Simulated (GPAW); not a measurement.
**A GW chain in GPAW: KMgF3 (Pm-3m)**

Wanted: ground state, empty states, screening and self-energy for KMgF3 (Pm-3m).

Main program and level: GPAW 26.7.0; PBE and many-body steps on it, plane waves.

### 1. Set-up

It takes space group Pm-3m (No. 221, cubic). The conventional cell has a = 3.986 Å, b = 3.986 Å, c = 3.986 Å, α = 90.00°, β = 90.00°, γ = 90.00°. K has 12 F at 2.82 Å nearest. Nearest to Mg lie 6 F at 1.99 Å. F has 2 Mg at 1.99 Å and 4 K at 2.82 Å nearest. Farther neighbours and most contacts between anions are not listed.

Coordinates:

```
K Mg F
1.0
     3.98590    0.00000    0.00000
     0.00000    3.98590    0.00000
     0.00000    0.00000    3.98590
K Mg F
1 1 3
Direct
  0.50000 0.50000 0.50000
  0.00000 0.00000 0.00000
  0.50000 0.00000 0.00000
  0.00000 0.50000 0.00000
  0.00000 0.00000 0.50000
```

The cell and positions come from the Crystallography Open Database and are kept as given unless a step says otherwise.

### 2. Ground state

This step: GPAW 26.7.0; DFT, PBE, plane waves, PAW.

The ground-state density comes first.

Input file run.py:

```python
import json
import numpy as np
from gpaw.mpi import world
from ase import Atoms
from gpaw import GPAW, PW, FermiDirac

atoms = Atoms(['K', 'Mg', 'F', 'F', 'F'],
    cell=[[3.9859000000, 0.0000000000, 0.0000000000],
      [0.0000000000, 3.9859000000, 0.0000000000],
      [0.0000000000, 0.0000000000, 3.9859000000]],
    scaled_positions=[[0.5000000000, 0.5000000000, 0.5000000000],
      [0.0000000000, 0.0000000000, 0.0000000000],
      [0.5000000000, 0.0000000000, 0.0000000000],
      [0.0000000000, 0.5000000000, 0.0000000000],
      [0.0000000000, 0.0000000000, 0.5000000000]],
    pbc=(True, True, True))
calc = GPAW(mode=PW(600),
    xc='PBE',
    kpts={'size': (6, 6, 6), 'gamma': True},
    occupations=FermiDirac(0.001),
    nbands=-8,
    convergence={'density': 1e-6, 'bands': -3},
    maxiter=100,
    txt='gs.txt')
atoms.calc = calc
res = {'energy': atoms.get_potential_energy()}
kpts = calc.get_ibz_k_points()
res['kpts'] = kpts
res['eigenvalues'] = [calc.get_eigenvalues(kpt=k) for k in range(len(kpts))]
res['n_electrons'] = calc.get_number_of_electrons()
calc.write('gs.gpw')

if world.rank == 0:
    with open('result.json', 'w') as f:
        json.dump(res, f, default=lambda x: x.tolist())
```

Launch:

```sh
$ mpirun -n 4 gpaw python run.py
```

Numbers of over 12 decimals in the logs are rounded to 6 here.

The program printed:

```text
__  _  _
 | _ |_)|_||  |
 |__||  | ||/\| - 26.7.0

Input parameters:
  mode=PW(ecut=600.0),
  convergence={'density': 1e-06, 'bands': -3},
  kpts=MonkhorstPack(size=(6, 6, 6), gamma=True),
  maxiter=100,
  nbands=-8,
  occupations=Occupations(name='fermi-dirac', width=0.001, fixmagmom=False),
  xc=XC(name='PBE')
  [... matrices ...]
Diagonalizing LCAO Hamiltonian
Converting LCAO to pw mode
   .---------.
  /|         |
 * |         |
 | |         |
 | |   K     |
 F .---------.
 |F         /
 Mg---F----*

Atoms  # Å, Bohr magnetons
|   | symbol |        x |        y |        z |    initial magnetic moments |
| 0 |      K | 1.992950 | 1.992950 | 1.992950 | ( 0.0000,  0.0000,  0.0000) |
| 1 |     Mg | 0.000000 | 0.000000 | 0.000000 | ( 0.0000,  0.0000,  0.0000) |
| 2 |      F | 1.992950 | 0.000000 | 0.000000 | ( 0.0000,  0.0000,  0.0000) |
| 3 |      F | 0.000000 | 1.992950 | 0.000000 | ( 0.0000,  0.0000,  0.0000) |
| 4 |      F | 0.000000 | 0.000000 | 1.992950 | ( 0.0000,  0.0000,  0.0000) |

Unit cell  # Å
| periodic |        x |        y |        z |  lengths |    angles |
|      yes | 3.985900 | 0.000000 | 0.000000 | 3.985900 | 90.000000 |
|      yes | 0.000000 | 3.985900 | 0.000000 | 3.985900 | 90.000000 |
|      yes | 0.000000 | 0.000000 | 3.985900 | 3.985900 | 90.000000 |

Number of symmetries: 48
Symmetry operations  # r_c * U_cc + t_c -> r_c
|    | kind |            matrix            |
|  0 |  E   |  1, 0, 0,  0, 1, 0,  0, 0, 1 |
|  1 |  σ   |  1, 0, 0,  0, 1, 0,  0, 0,-1 |
|  2 |  σ   |  1, 0, 0,  0, 0, 1,  0, 1, 0 |
|  3 |  C4  |  1, 0, 0,  0, 0, 1,  0,-1, 0 |
|  4 |  C4  |  1, 0, 0,  0, 0,-1,  0, 1, 0 |
|  5 |  σ   |  1, 0, 0,  0, 0,-1,  0,-1, 0 |
|  6 |  σ   |  1, 0, 0,  0,-1, 0,  0, 0, 1 |
|  7 |  C2  |  1, 0, 0,  0,-1, 0,  0, 0,-1 |
|  8 |  σ   |  0, 1, 0,  1, 0, 0,  0, 0, 1 |
|  9 |  C2  |  0, 1, 0,  1, 0, 0,  0, 0,-1 |
| 10 |  C3  |  0, 1, 0,  0, 0, 1,  1, 0, 0 |
| 11 |  S6  |  0, 1, 0,  0, 0, 1, -1, 0, 0 |
| 12 |  S6  |  0, 1, 0,  0, 0,-1,  1, 0, 0 |
| 13 |  C3  |  0, 1, 0,  0, 0,-1, -1, 0, 0 |
| 14 |  C4  |  0, 1, 0, -1, 0, 0,  0, 0, 1 |
| 15 |  S4  |  0, 1, 0, -1, 0, 0,  0, 0,-1 |
| 16 |  C3  |  0, 0, 1,  1, 0, 0,  0, 1, 0 |
| 17 |  S6  |  0, 0, 1,  1, 0, 0,  0,-1, 0 |
| 18 |  σ   |  0, 0, 1,  0, 1, 0,  1, 0, 0 |
| 19 |  C4  |  0, 0, 1,  0, 1, 0, -1, 0, 0 |
| 20 |  C2  |  0, 0, 1,  0,-1, 0,  1, 0, 0 |
| 21 |  S4  |  0, 0, 1,  0,-1, 0, -1, 0, 0 |
| 22 |  S6  |  0, 0, 1, -1, 0, 0,  0, 1, 0 |
| 23 |  C3  |  0, 0, 1, -1, 0, 0,  0,-1, 0 |
| 24 |  S6  |  0, 0,-1,  1, 0, 0,  0, 1, 0 |
| 25 |  C3  |  0, 0,-1,  1, 0, 0,  0,-1, 0 |
| 26 |  C4  |  0, 0,-1,  0, 1, 0,  1, 0, 0 |
| 27 |  σ   |  0, 0,-1,  0, 1, 0, -1, 0, 0 |
| 28 |  S4  |  0, 0,-1,  0,-1, 0,  1, 0, 0 |
| 29 |  C2  |  0, 0,-1,  0,-1, 0, -1, 0, 0 |
| 30 |  C3  |  0, 0,-1, -1, 0, 0,  0, 1, 0 |
| 31 |  S6  |  0, 0,-1, -1, 0, 0,  0,-1, 0 |
| 32 |  C4  |  0,-1, 0,  1, 0, 0,  0, 0, 1 |
| 33 |  S4  |  0,-1, 0,  1, 0, 0,  0, 0,-1 |
| 34 |  S6  |  0,-1, 0,  0, 0, 1,  1, 0, 0 |
| 35 |  C3  |  0,-1, 0,  0, 0, 1, -1, 0, 0 |
| 36 |  C3  |  0,-1, 0,  0, 0,-1,  1, 0, 0 |
| 37 |  S6  |  0,-1, 0,  0, 0,-1, -1, 0, 0 |
| 38 |  σ   |  0,-1, 0, -1, 0, 0,  0, 0, 1 |
| 39 |  C2  |  0,-1, 0, -1, 0, 0,  0, 0,-1 |
| 40 |  σ   | -1, 0, 0,  0, 1, 0,  0, 0, 1 |
| 41 |  C2  | -1, 0, 0,  0, 1, 0,  0, 0,-1 |
| 42 |  C2  | -1, 0, 0,  0, 0, 1,  0, 1, 0 |
| 43 |  S4  | -1, 0, 0,  0, 0, 1,  0,-1, 0 |
| 44 |  S4  | -1, 0, 0,  0, 0,-1,  0, 1, 0 |
| 45 |  C2  | -1, 0, 0,  0, 0,-1,  0,-1, 0 |
| 46 |  C2  | -1, 0, 0,  0,-1, 0,  0, 0, 1 |
| 47 |  i   | -1, 0, 0,  0,-1, 0,  0, 0,-1 |

BZ-sampling:
  Number of BZ points: 216
  Number of IBZ points: 20

  Monkhorst-Pack size: [6, 6, 6]
  Monkhorst-Pack shift: [0.083333, 0.083333, 0.083333]

K-points  # in reciprocal-cell coordinates
|     |                                coordinates |     weight |
|   0 | (  0.00000000,   0.00000000,   0.00000000) | 0.00462963 |
|   1 | (  0.16666667,   0.00000000,   0.00000000) | 0.02777778 |
|   2 | (  0.16666667,   0.16666667,   0.00000000) | 0.05555556 |
|   3 | (  0.16666667,   0.16666667,   0.16666667) | 0.03703704 |
|   4 | (  0.33333333,   0.00000000,   0.00000000) | 0.02777778 |
|   5 | (  0.33333333,   0.16666667,   0.00000000) | 0.11111111 |
|   6 | (  0.33333333,   0.16666667,   0.16666667) | 0.11111111 |
|   7 | (  0.33333333,   0.33333333,   0.00000000) | 0.05555556 |
|   8 | (  0.33333333,   0.33333333,   0.16666667) | 0.11111111 |
|   9 | (  0.33333333,   0.33333333,   0.33333333) | 0.03703704 |
| ... |                                            |            |
|  19 | (  0.50000000,   0.50000000,   0.50000000) | 0.00462963 |

Plane wave coefficients: 2176
Cutoff: 600.0 eV

Spin-components: 1 (collinear spins)
Bands:           28
Projectors:      25
Spin-degeneracy: 2
Datatype:        complex128

  Storage: CPU
  Wave functions: 18_842_880 bytes (4_710_720 per core)
  Projectors: 19_515_840 bytes (4_878_960 per core)
  [... matrices ...]
Parallelization:
  kpt:    4
  domain: 1
  band:   1

Density:
  Valence electrons: 40.0
  Components: 1
  Grid points: [24 24 24]
  Charge: 0.0  # |e|

Potential:
  Grid points: [24 24 24]

species:
  K:
    name:    Potassium
    Z:       19.0
    valence: 9
    core:    10
    charge:  0.0  # [|e|]
    compensation charges:
      type: gauss
      rc: 0.35  # [Å]
      lmax: 2
    cutoffs:
      filter: 1.91  # [Å]
      core: 1.27  # [Å]
    projectors
    | kind |    occ | energy [eV] | rcut [Å] |
    |   3s |  2.000 |     -35.338 |    1.122 |
    |   4s |  1.000 |      -2.319 |    1.122 |
    |   3p |  6.000 |     -18.813 |    1.106 |
    |    p |        |       8.398 |    1.106 |
    |    d |        |       0.000 |    0.937 |

    Using partial waves for K as LCAO basis

  Mg:
    name:    Magnesium
    Z:       12.0
    valence: 10
    core:    2
    charge:  0.0  # [|e|]
    compensation charges:
      type: gauss
      rc: 0.33  # [Å]
      lmax: 2
    cutoffs:
      filter: 1.86  # [Å]
      core: 0.54  # [Å]
    projectors
    | kind |    occ | energy [eV] | rcut [Å] |
    |   2s |  2.000 |     -79.840 |    1.090 |
    |   3s |  2.000 |      -4.705 |    1.090 |
    |   2p |  6.000 |     -46.613 |    1.085 |
    |   3p |  0.000 |      -1.330 |    1.085 |
    |    d |        |       0.000 |    1.037 |

    Using partial waves for Mg as LCAO basis

  F:
    name:    Fluorine
    Z:       9.0
    valence: 7
    core:    2
    charge:  0.0  # [|e|]
    compensation charges:
      type: gauss
      rc: 0.20  # [Å]
      lmax: 2
    cutoffs:
      filter: 1.14  # [Å]
      core: 0.74  # [Å]
    projectors
    | kind |    occ | energy [eV] | rcut [Å] |
    |   2s |  2.000 |     -29.898 |    0.635 |
    |   2p |  5.000 |     -11.110 |    0.635 |
    |    s |        |      -2.687 |    0.635 |
    |    p |        |      16.102 |    0.635 |
    |    d |        |       0.000 |    0.635 |

    Using partial waves for F as LCAO basis

Reference energy: -29974.140463  # eV

eigensolver:
  PPCG
  Converge bands: -3
  niter=2

density mixing:
  MSR1-Mixer
  Pratt-step length: 0.05
  Maximum mixing coefficient: 0.75
  Old densities: 10
  SVD Regularization: 0.005
  Good broyden scale: 1.0
  Trust region scale: 1.0
  Backstep threshold: 4.0
  History deletion threshold: 6.0
  Fourier metric: weight=20.0, sigma=0.015

occupation numbers:
  Fermi-Dirac:
    width: 0.0010  # eV

poisson solver:
  ecut: 4800.0  # eV

xc functional:
  name: PBE with 2 nearest neighbor stencil

Initialization done in: 1.210 s

convergence criteria:
- Maximum integral of absolute [dens]ity change: 1e-06 electrons / valence electron
- Maximum [total energy] change in last 3 cyles: 0.0005 eV / valence electron
- Maximum integral of absolute [eigenst]ate change: 4e-08 eV^2 / valence electron
maximum number of iterations: 100

SCF iterations
|iter     |     time |      energy | eigst |  dens |
|iter:   1|  |  -25.746694 | +0.74 |       |
|iter:   2|  |  -25.400681 | +0.22 | -1.18 |
|iter:   3|  |  -24.399308 | -0.07 | -1.22 |
|iter:   4|  |  -24.421042 | -1.47 | -1.66 |
|iter:   5|  |  -24.435748 | -1.74 | -1.93 |
|iter:   6|  |  -24.435961c| -3.24 | -2.95 |
|iter:   7|  |  -24.435999c| -3.45 | -3.43 |
|iter:   8|  |  -24.436002c| -3.06 | -4.00 |
|iter:   9|  |  -24.436002c| -2.93 | -5.01 |
|iter:  10|  |  -24.436002c| -2.83 | -5.46 |
|iter:  11|  |  -24.436002c| -3.26 | -6.59c|
|iter:  12|  |  -24.436002c| -4.33 | -7.24c|
|iter:  13|  |  -24.436002c| -5.08 | -7.68c|
|iter:  14|  |  -24.436002c| -3.59 | -8.08c|
|iter:  15|  |  -24.436002c| -4.49 | -8.68c|
|iter:  16|  |  -24.436002c| -5.12 | -8.94c|
|iter:  17|  |  -24.436002c| -5.97 | -9.33c|
|iter:  18|  |  -24.436002c| -6.49 | -9.41c|
|iter:  19|  |  -24.436002c| -7.07 | -9.75c|
|iter:  20|  |  -24.436002c| -7.74c| -9.94c|

Converged in 20 steps
SCF loop duration: 7.542 s (0.377 s/step)
Energy contributions relative to reference atoms: (reference = -29974.140463)
  [... matrices ...]
Energy contributions:
  Kinetic:          28.195831
  Coulomb:         -25.318191
  Zero:             -0.065139
  External:          0.000000
  Xc:              -27.248504
  Entropy:          -0.000000
  Spinorbit:         0.000000
  ----------------------------
  Free energy:     -24.436002
  Extrapolated:    -24.436002

dipole moment: (-29.471563, -29.471563, -29.471563)  # |e|*Ang

Fermi level: 2.932
Eigenvalues  # (at kpt = [0.000, 0.000, 0.000])
| band index |      eig [eV] | occ [0-2] |
|          0 |       -70.316 |     2.000 |
|        ... |               |           |
|         12 |        -1.845 |     2.000 |
|         13 |        -1.845 |     2.000 |
|         14 |        -0.064 |     2.000 |
|         15 |        -0.064 |     2.000 |
|         16 |        -0.064 |     2.000 |
|         17 |         0.242 |     2.000 |
|         18 |         0.242 |     2.000 |
|         19 |         0.242 |     2.000 |
|         20 |         7.888 |     0.000 |
|         21 |        10.635 |     0.000 |
|         22 |        10.635 |     0.000 |
|         23 |        12.738 |     0.000 |
|         24 |        12.738 |     0.000 |
|         25 |        12.738 |     0.000 |
|         26 |        14.666 |     0.000 |
|         27 |        17.496 |     0.000 |

Gap: 7.326 eV
Transition (v -> c):
  (s=0, k=19, n=19, [0.50, 0.50, 0.50]) -> (s=0, k=0, n=20, [0.00, 0.00, 0.00])
Direct/indirect transitions are different
Direct gap: 7.646 eV
Transition at: (s=0, k=0, n=19, [0.00, 0.00, 0.00])
# Writing to gs.gpw (mode='')
  [... matrices ...]
```

It took 10 s on 4 MPI ranks of Arm Neoverse V2, shared host; peak memory 0.71 GiB.

This step gave:

| Property | Result |
| --- | --- |
| total energy | -24.44 eV |
| gap | 7.326 eV |
| k of the valence top | 0.5, 0.5, 0.5 |
| k of the conduction bottom | 0, 0, 0 |
| least direct gap | 7.646 eV |

The gap is indirect, with the least direct gap 0.32 eV higher.

### 3. Bands along the symmetry lines

Levels along a band path, at the cheap level, show where the edges lie and whether the meshes to come will hold them.

Input file run.py:

```python
import json
import numpy as np
from gpaw.mpi import world
from gpaw import GPAW

path = [[0.000000, 0.000000, 0.000000],
    [0.000000, 0.062500, 0.000000],
    [0.000000, 0.125000, 0.000000],
    [0.000000, 0.187500, 0.000000],
    [0.000000, 0.250000, 0.000000],
    [0.000000, 0.312500, 0.000000],
    [0.000000, 0.375000, 0.000000],
    [0.000000, 0.437500, 0.000000],
    [0.000000, 0.500000, 0.000000],
    [0.062500, 0.500000, 0.000000],
    [0.125000, 0.500000, 0.000000],
    [0.187500, 0.500000, 0.000000],
    [0.250000, 0.500000, 0.000000],
    [0.312500, 0.500000, 0.000000],
    [0.375000, 0.500000, 0.000000],
    [0.437500, 0.500000, 0.000000],
    [0.500000, 0.500000, 0.000000],
    [0.437500, 0.437500, 0.000000],
    [0.375000, 0.375000, 0.000000],
    [0.312500, 0.312500, 0.000000],
    [0.250000, 0.250000, 0.000000],
    [0.187500, 0.187500, 0.000000],
    [0.125000, 0.125000, 0.000000],
    [0.062500, 0.062500, 0.000000],
    [0.000000, 0.000000, 0.000000],
    [0.062500, 0.062500, 0.062500],
    [0.125000, 0.125000, 0.125000],
    [0.187500, 0.187500, 0.187500],
    [0.250000, 0.250000, 0.250000],
    [0.312500, 0.312500, 0.312500],
    [0.375000, 0.375000, 0.375000],
    [0.437500, 0.437500, 0.437500],
    [0.500000, 0.500000, 0.500000],
    [0.437500, 0.500000, 0.437500],
    [0.375000, 0.500000, 0.375000],
    [0.312500, 0.500000, 0.312500],
    [0.250000, 0.500000, 0.250000],
    [0.187500, 0.500000, 0.187500],
    [0.125000, 0.500000, 0.125000],
    [0.062500, 0.500000, 0.062500],
    [0.000000, 0.500000, 0.000000],
    [0.500000, 0.500000, 0.500000],
    [0.500000, 0.500000, 0.437500],
    [0.500000, 0.500000, 0.375000],
    [0.500000, 0.500000, 0.312500],
    [0.500000, 0.500000, 0.250000],
    [0.500000, 0.500000, 0.187500],
    [0.500000, 0.500000, 0.125000],
    [0.500000, 0.500000, 0.062500],
    [0.500000, 0.500000, 0.000000]]
calc = GPAW('gs.gpw').fixed_density(kpts=path,
    symmetry='off',
    nbands=30,
    convergence={'bands': 26},
    txt='bands.txt')
res = {}
kpts = calc.get_ibz_k_points()
res['kpts'] = kpts
res['eigenvalues'] = [calc.get_eigenvalues(kpt=k) for k in range(len(kpts))]
res['n_electrons'] = calc.get_number_of_electrons()

if world.rank == 0:
    with open('result.json', 'w') as f:
        json.dump(res, f, default=lambda x: x.tolist())
```

Launch:

```sh
$ mpirun -n 4 gpaw python run.py
```

The program printed:

```text
Diagonalizing LCAO Hamiltonian
Converting LCAO to pw mode
convergence criteria:
- Maximum integral of absolute [eigenst]ate change: 4e-08 eV^2 / valence electron
maximum number of iterations: 100

SCF iterations
|iter     |     time |      energy | eigst |  dens |
|iter:   1|  |             | +1.63 |       |
|iter:   2|  |             | +0.85 |       |
|iter:   3|  |             | +0.19 |       |
[...]
|iter:  13|  |             | -6.40 |       |
|iter:  14|  |             | -7.04 |       |
|iter:  15|  |             | -7.66c|       |
SCF steps: 15
  __  _  _
 | _ |_)|_||  |
 |__||  | ||/\| - 26.7.0

Input parameters:
  mode=PW(ecut=600.0),
  convergence={'bands': 26},
  gpts=array([24, 24, 24]),
  kpts=KPoints(kpts=array([[0.    , 0.    , 0.    ],
         [0.    , 0.0625, 0.    ],
         [0.    , 0.125 , 0.    ],
         [0.    , 0.1875, 0.    ],
         [0.    , 0.25  , 0.    ],
         [0.    , 0.3125, 0.    ],
         [0.    , 0.375 , 0.    ],
         [0.    , 0.4375, 0.    ],
[...]
[0.0625, 0.5   , 0.    ],
[...]
[0.1875, 0.5   , 0.    ],
[...]
[0.3125, 0.5   , 0.    ],
[...]
[0.4375, 0.5   , 0.    ],
[...]
[0.4375, 0.4375, 0.    ],
[...]
[0.3125, 0.3125, 0.    ],
[...]
[0.1875, 0.1875, 0.    ],
[...]
[0.0625, 0.0625, 0.    ],
[...]
[0.0625, 0.0625, 0.0625],
[...]
[0.1875, 0.1875, 0.1875],
[...]
[0.3125, 0.3125, 0.3125],
[...]
[0.4375, 0.4375, 0.4375],
[...]
[0.4375, 0.5   , 0.4375],
[...]
[0.3125, 0.5   , 0.3125],
[...]
[0.1875, 0.5   , 0.1875],
[...]
[0.0625, 0.5   , 0.0625],
[...]
[0.5   , 0.5   , 0.4375],
[...]
[0.5   , 0.5   , 0.3125],
         [0.5   , 0.5   , 0.25  ],
         [0.5   , 0.5   , 0.1875],
         [0.5   , 0.5   , 0.125 ],
         [0.5   , 0.5   , 0.0625],
         [0.5   , 0.5   , 0.    ]])),
  maxiter=100,
  nbands=30,
  occupations=Occupations(name='fermi-dirac', width=0.001, fixmagmom=False),
  parallel={},
  symmetry=Symmetry(point_group=False, time_reversal=False),
  xc=XC(name='PBE')
  [... matrices ...]
timing:  # [seconds]
  Total: 0.021  # ━━━━━━━━━━━━━━━━━━━━━━━━━━━━━━━━━━━━━━━━━━━━━━━━━━━━━━━━━━━
```

Run time: 16 s. Hardware: 4 MPI ranks; peak memory 0.8 GiB; 62 s of CPU time.

Numbers from this step:

```yaml
gap: 7.326 eV
k_of_the_valence_top: 0.5, 0.5, 0.5
k_of_the_conduction_bottom: 0, 0, 0
least_direct_gap: 7.646 eV
```

The gap is 7.326 eV, as in the run before at this level.

The electronic bands at the labelled points (eV, zero at the top of the highest filled band):

```tsv
point	band 17	band 18	band 19	band 20	band 21	band 22	band 23	band 24
Γ	-0.63	-0.32	-0.32	-0.32	7.33	10.07	10.07	12.18
halfway	-0.74	-0.74	-0.43	-0.43	8.34	10.56	10.63	12.43
X	-0.86	-0.86	-0.53	-0.53	10.13	10.47	11.10	12.74
halfway	-0.95	-0.75	-0.65	-0.28	10.74	10.81	11.64	12.58
M	-1.04	-0.90	-0.90	-0.02	10.92	11.68	12.63	12.63
halfway	-0.84	-0.60	-0.58	-0.31	9.14	10.95	11.23	12.41
Γ	-0.63	-0.32	-0.32	-0.32	7.33	10.07	10.07	12.18
halfway	-1.21	-0.35	-0.35	-0.32	9.67	11.37	11.37	12.36
R	-1.11	0.00	0.00	0.00	10.44	10.44	10.44	13.90
halfway	-1.09	-0.38	-0.37	-0.22	10.70	11.00	11.60	12.14
X	-0.86	-0.86	-0.53	-0.53	10.13	10.47	11.10	12.74
jump to R	-1.11	0.00	0.00	0.00	10.44	10.44	10.44	13.90
halfway	-1.11	-0.31	-0.31	-0.01	10.68	11.11	11.11	12.40
M	-1.04	-0.90	-0.90	-0.02	10.92	11.68	12.63	12.63
```

### 4. Empty states on the mesh, 4×4×4 mesh, 112 bands

The sums over transitions need many empty states on a uniform mesh; this step solves for them.

Input file run.py:

```python
import json
import numpy as np
from gpaw.mpi import world
from gpaw import GPAW

calc = GPAW('gs.gpw').fixed_density(kpts={'size': (4, 4, 4), 'gamma': True},
    nbands=130,
    convergence={'bands': 112},
    txt='nscf.txt')
calc.write('full.gpw', mode='all')
res = {}
kpts = calc.get_ibz_k_points()
res['kpts'] = kpts
res['eigenvalues'] = [calc.get_eigenvalues(kpt=k) for k in range(len(kpts))]
res['n_electrons'] = calc.get_number_of_electrons()

if world.rank == 0:
    with open('result.json', 'w') as f:
        json.dump(res, f, default=lambda x: x.tolist())
```

Launch:

```sh
$ mpirun -n 4 gpaw python run.py
```

The program printed:

```text
Diagonalizing LCAO Hamiltonian
Converting LCAO to pw mode
convergence criteria:
- Maximum integral of absolute [eigenst]ate change: 4e-08 eV^2 / valence electron
maximum number of iterations: 100

SCF iterations
|iter     |     time |      energy | eigst |  dens |
|iter:   1|  |             | +4.09 |       |
|iter:   2|  |             | +2.83 |       |
|iter:   3|  |             | +1.72 |       |
[...]
|iter:  11|  |             | -6.42 |       |
|iter:  12|  |             | -7.16 |       |
|iter:  13|  |             | -7.88c|       |
SCF steps: 13
  __  _  _
 | _ |_)|_||  |
 |__||  | ||/\| - 26.7.0

Input parameters:
  mode=PW(ecut=600.0),
  convergence={'bands': 112},
  gpts=array([24, 24, 24]),
  kpts=MonkhorstPack(size=(4, 4, 4), gamma=True),
  maxiter=100,
  nbands=130,
  occupations=Occupations(name='fermi-dirac', width=0.001, fixmagmom=False),
  parallel={},
  xc=XC(name='PBE')
# Writing to full.gpw (mode='all')
  [... matrices ...]

timing:  # [seconds]
  Total: 0.052  # ━━━━━━━━━━━━━━━━━━━━━━━━━━━━━━━━━━━━━━━━━━━━━━━━━━━━━━━━━━━
```

Run time: 19 s. Hardware: 4 MPI ranks; peak memory 0.73 GiB; 74 s of CPU time.

Numbers from this step:

- gap: 7.326 eV
- k of the valence top: 0.5, 0.5, 0.5
- k of the conduction bottom: 0, 0, 0
- least direct gap: 7.646 eV
- k points computed: 10
- lowest point of the top converged band, above the valence top: 69.9632 eV

On this mesh the gap is 7.326 eV.

(Part 1 of 2 ends here.)

[Paths, hosts, dates, memory and timing lines, banners, echoed tables and standing remarks are left out of the program output.]

[Logs are printed without paths, hosts, clocks, repeated set-up lines and the standing remarks that a program may print on its own settings, such as how far it seeks lower states.]

[Runs of the session that timed out or met a known fault of the program may be left out.]

[Hosts, paths, dates, database ids (printed as entryN), source tags and the programs' standing remarks are cut or masked in the printed files.]
